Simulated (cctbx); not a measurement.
# What is wrong with this refinement?

Cell a = 4.1090 Å, b = 6.5050 Å, c = 13.3520 Å, α = 90.00°, β = 90.00°, γ = 90.00°; space group Immm (no. 71).

The data are simulated with cctbx, not measured: Cu Kα, λ = 1.54184 Å, to d = 0.83 Å, 50 % of the full sphere, strongest reflection 5000 counts, noise from counting, a 2 % proportional error and a noise floor of 4 counts (s.d.); no absorption.

An anisotropic refinement with weights 1/σ² prints:

```text
Rint 0.035, 204 unique reflections to 0.83 A
cycle     R1     wR2    GooF  max shift (A)
   1  0.1659  0.3096   8.297   0.00361
   3  0.0631  0.1368   3.668   0.00005
final R1 0.0632 wR2 0.1368 GooF 3.668  parameters 21  data/parameter 9.7
atom        x        y        z      Ueq    occ   su(xyz)  su(Uiso or U11)
Lu1    0.50000  0.50000  0.62912   0.0005  1.000  0.00018  0.0012
Lu2    0.00000  0.50000  0.00000   0.0019  1.000  0.00000  0.0018
Ge1    0.50000  0.80911  0.00000   0.0018  1.000  0.00088  0.0027  NPD
Cu1    0.50000  0.30205  0.83086   0.0048  1.000  0.00083  0.0028
Ge2    0.50000  0.00000  0.71410   0.0690  1.000  0.00113  0.0093
difference map: max 2.56 min -7.83 rms 1.11
Q1    0.0956  0.2856  0.5000    8    2.57  0.42 A from Ge1
Q2    0.0000  0.0000  0.1192    4    2.50  0.13 A from Lu1
Q3    0.0000  0.0000  0.2513    4    2.34  1.63 A from Lu1
Q4    0.2099  0.0000  0.3170    8    2.25  1.26 A from Ge2
Q5    0.0000  0.5000  0.0000    2    2.19  0.00 A from Lu2
Q6    0.0000  0.1986  0.3287    8    2.15  0.03 A from Cu1
```

Q: Accept it or mend it, and why?

Mend it. The fault: wrong element: Ge2 is Si. Against the right model at the same level, R1 goes from 0.0166 to 0.0632 and GooF from 0.91 to 3.67, U of Ge2 swells from 0.0061 to 0.0690 Å², a hole of -7.8 e/Å³ opens and Ge1 goes non-positive-definite. Ge2 has 18 electrons too many and its U swells to shed them, as expected.

The compound is Lu3Cu4Si2Ge2. The right model at the same level gives:

```text
Rint 0.035, 204 unique reflections to 0.83 A
cycle     R1     wR2    GooF  max shift (A)
   1  0.0181  0.0367   0.985   0.00102
   2  0.0166  0.0338   0.905   0.00000
final R1 0.0166 wR2 0.0338 GooF 0.905  parameters 21  data/parameter 9.7
atom        x        y        z      Ueq    occ   su(xyz)  su(Uiso or U11)
Lu1    0.50000  0.50000  0.62908   0.0025  1.000  0.00004  0.0003
Lu2    0.00000  0.50000  0.00000   0.0039  1.000  0.00000  0.0005
Ge1    0.50000  0.80896  0.00000   0.0033  1.000  0.00021  0.0007
Cu1    0.50000  0.30175  0.83079   0.0055  1.000  0.00020  0.0007
Si1    0.50000  0.00000  0.71399   0.0061  1.000  0.00025  0.0017
difference map: max 1.63 min -1.82 rms 0.36
Q1    0.0000  0.0000  0.2426    4    1.67  1.52 A from Lu1
Q2    0.1544  0.0000  0.5000    4    1.64  1.42 A from Lu2
Q3    0.0000  0.5000  0.1644    4    1.36  0.66 A from Si1
Q4    0.0000  0.2341  0.0000    4    1.31  1.73 A from Lu2
Q5    0.1709  0.5000  0.0987    8    1.30  1.49 A from Lu2
Q6    0.0000  0.1119  0.5000    4    1.30  1.28 A from Ge1
```

This is a model crystal, built by substitution and not relaxed, with assumed displacement parameters.

[Middle refinement cycles are left out of these outputs.]

[Logs are printed without paths, hosts, clocks, repeated set-up lines and the standing remarks that a program may print on its own settings, such as how far it seeks lower states.]
